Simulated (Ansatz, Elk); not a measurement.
# How far do independent atoms describe TaBeC?, part 2 of 2

Structure refinements treat a crystal as free atoms side by side. For a made-up structure of TaBeC (cell and positions from a PBEsol relaxation) the runs below show what the calculated density changes in F(hkl).

Elk 11.2.3 (patched build); all-electron DFT.

So far: The starting structure; Ground state and structure factors; The highest occupied states alone.

The structure was built from a prototype and need not be the compound's stable phase.

## 4. Another functional

Level of this step: DFT, LDA (Perdew-Wang), all-electron APW+lo, Dirac cores, scalar-relativistic bands, static density, no spin (Elk).

The difference from free atoms is small, so it is set against the change that LDA (Perdew-Wang) makes.

elk.in reads:

```
tasks
  0
  195

xctype
  3

spinpol
  .false.

rgkmax
  7.0

gmaxvr
  14.0

lmaxo
  7

lmaxapw
  8

swidth
  0.002

tshift
  .false.

ramdisk
  .false.

hmaxvr
  5.5

maxscl
  120

epspot
  1e-06

sppath
  './'

avec
  5.83592935555 -0.00000000000 -0.00000000000
  -2.91796467778 5.05406307660 0.00000000000
  -0.00000000000 0.00000000000 6.27284952937

atoms
  3
  'Ta.in'
  1
  0.0000000000 0.0000000000 -0.0000000000   0.000000 0.000000 0.000000
  'C.in'
  1
  0.6666666667 0.3333333333 0.5000000000   0.000000 0.000000 0.000000
  'Be.in'
  1
  0.3333333333 0.6666666667 0.5000000000   0.000000 0.000000 0.000000

ngridk
  8 8 7
```

Launch:

```console
OMP_NUM_THREADS=4 elk
```

Numbers of over 12 decimals in the logs are rounded to 6 here.

Output:

```text
┌─────────────────────────┐
│ Elk code version 11.2.3 │
└─────────────────────────┘

All units are atomic (Hartree, Bohr, etc.)

┌─────────────────────────────────────────────────┐
│ Ground-state run starting from atomic densities │
└─────────────────────────────────────────────────┘

Lattice vectors :
   5.835929356      -0.000000000      -0.000000000
  -2.917964678       5.054063077       0.000000000
  -0.000000000       0.000000000       6.272849529

Reciprocal lattice vectors :
   1.076638342      0.6215974368       0.000000000
[...]
muffin-tins (core leakage)
  species : 1 (Ta)
[...]
species : 2 (C)
   atom 1                    :    4.890282612     (  0.9536554665E-05)
  species : 3 (Be)
   atom 1                    :    2.950662893     (  0.2781972058E-02)
 total in muffin-tins        :    80.10240730
 total calculated charge     :    82.99623661
 total charge                :    83.00000000
 error                       :   0.3763392607E-02

┌──────────────────────────────┐
│ Self-consistent loop stopped │
└──────────────────────────────┘

Warning : core states of species 3 leak from the muffin-tin :   0.2781972058E-02

Wrote STATE.OUT
[key lines of the parts left out:]
total energy                :     -15669.346171306
```

Run time: 9.1 s. Hardware: 4 threads of Arm Neoverse V2, shared host; peak memory 0.16 GiB.

Against the first run R = 0.03 %; the largest change is -0.024 at 304.

## 5. A coarser k-mesh

About half the k-points along each axis test the sampling.

Changes to elk.in since step 4:

```diff
@@ -5,3 +5,3 @@
 xctype
-  3
+  20
 
@@ -61,2 +61,2 @@
 ngridk
-  8 8 7
+  4 4 4
```

Launch:

```console
OMP_NUM_THREADS=4 elk
```

Output:

```text
┌─────────────────────────┐
│ Elk code version 11.2.3 │
└─────────────────────────┘

All units are atomic (Hartree, Bohr, etc.)

┌─────────────────────────────────────────────────┐
│ Ground-state run starting from atomic densities │
└─────────────────────────────────────────────────┘

Lattice vectors :
   5.835929356      -0.000000000      -0.000000000
  -2.917964678       5.054063077       0.000000000
  -0.000000000       0.000000000       6.272849529

Reciprocal lattice vectors :
   1.076638342      0.6215974368       0.000000000
[...]
muffin-tins (core leakage)
  species : 1 (Ta)
[...]
species : 2 (C)
   atom 1                    :    4.905481113     (  0.1241349054E-04)
  species : 3 (Be)
   atom 1                    :    2.948946120     (  0.2565038911E-02)
 total in muffin-tins        :    80.07304235
 total calculated charge     :    82.99629601
 total charge                :    83.00000000
 error                       :   0.3703988208E-02

┌──────────────────────────────┐
│ Self-consistent loop stopped │
└──────────────────────────────┘

Warning : core states of species 3 leak from the muffin-tin :   0.2565038911E-02

Wrote STATE.OUT
[key lines of the parts left out:]
total energy                :     -15678.995849256
```

Wall time 8.4 s (4 threads); peak memory 0.16 GiB; 20 s of CPU time.

Against the first run R = 0.01 %; the largest change is +0.035 at 002.

## 6. Basis size

The basis and the expansions that go with it are enlarged, to see whether the differences are converged.

Changes to elk.in since step 5:

```diff
@@ -11,12 +11,12 @@
 rgkmax
-  7.0
+  8.5
 
 gmaxvr
-  14.0
+  18.0
 
 lmaxo
-  7
+  9
 
 lmaxapw
-  8
+  10
 
@@ -61,2 +61,2 @@
 ngridk
-  4 4 4
+  8 8 7
```

Launch:

```console
OMP_NUM_THREADS=4 elk
```

Output:

```text
┌─────────────────────────┐
│ Elk code version 11.2.3 │
└─────────────────────────┘

All units are atomic (Hartree, Bohr, etc.)

┌─────────────────────────────────────────────────┐
│ Ground-state run starting from atomic densities │
└─────────────────────────────────────────────────┘

Lattice vectors :
   5.835929356      -0.000000000      -0.000000000
  -2.917964678       5.054063077       0.000000000
  -0.000000000       0.000000000       6.272849529

Reciprocal lattice vectors :
   1.076638342      0.6215974368       0.000000000
[...]
muffin-tins (core leakage)
  species : 1 (Ta)
[...]
species : 2 (C)
   atom 1                    :    4.903604899     (  0.1240656325E-04)
  species : 3 (Be)
   atom 1                    :    2.945995611     (  0.2562820180E-02)
 total in muffin-tins        :    80.08212455
 total calculated charge     :    82.99741869
 total charge                :    83.00000000
 error                       :   0.2581312022E-02

┌──────────────────────────────┐
│ Self-consistent loop stopped │
└──────────────────────────────┘

Warning : core states of species 3 leak from the muffin-tin :   0.2562820180E-02

Wrote STATE.OUT
[key lines of the parts left out:]
total energy                :     -15679.001413741
```

It took 32 s on 4 threads; peak memory 0.2 GiB; 1.8 min of CPU time.

Against the first run R = 0.00 %; the largest change is -0.011 at 003.

## 7. Settings against the effect

```
                              run  R against the first run (%)  R against neutral atoms, low angle (%)  wall time
                    PBE, rgkmax 7                         0.00                                    0.34       16 s
                LDA (Perdew-Wang)                         0.03                                    0.33      9.1 s
                     k-mesh 4×4×4                         0.01                                    0.35      8.4 s
rgkmax 8.5 with larger expansions                         0.00                                    0.35       32 s
```

## 8. What came out

| Property | Result |
| --- | --- |
| R against neutral atoms, sin θ/λ < 0.3 Å⁻¹ | 0.34 % |
| R against neutral atoms, 0.3 to 0.82 Å⁻¹ | 0.18 % |

In words: Independent neutral atoms miss the calculated amplitudes by R = 0.34 % below 0.3 Å⁻¹ and 0.18 % from there to 0.82 Å⁻¹; by shells, 0.34 % 0.15 to 0.3 (3 forms), 0.11 % 0.3 to 0.45 (7 forms), 0.20 % above 0.45 (34 forms). Bonding, aspherical density and the tables' own atoms all enter these figures, and the runs don't part them. The largest change of an amplitude is -0.42 electrons, at 001. R counts amplitudes alone; phases shift too. The window's part falls from 9.0 electrons at the origin to at most 0.05 between 0.45 and 0.82 Å⁻¹. Below 0.3 Å⁻¹ the changes that finished (LDA (Perdew-Wang), k-mesh 4×4×4 and rgkmax 8.5 with larger expansions) move F by R = 0.01 % at most, against the 0.34 % that separates it from free atoms. Spin-orbit coupling is left out, which can matter for elements this heavy. Part of the difference isn't bonding: the tables are fits to free atoms and ions calculated by other methods than this functional. Thermal motion, anomalous dispersion and extinction are left out.

[Logs are printed without paths, hosts, clocks, repeated set-up lines and the standing remarks that a program may print on its own settings, such as how far it seeks lower states.]

[Hosts, paths, dates, database ids (printed as entryN), source tags and the programs' standing remarks are cut or masked in the printed files.]
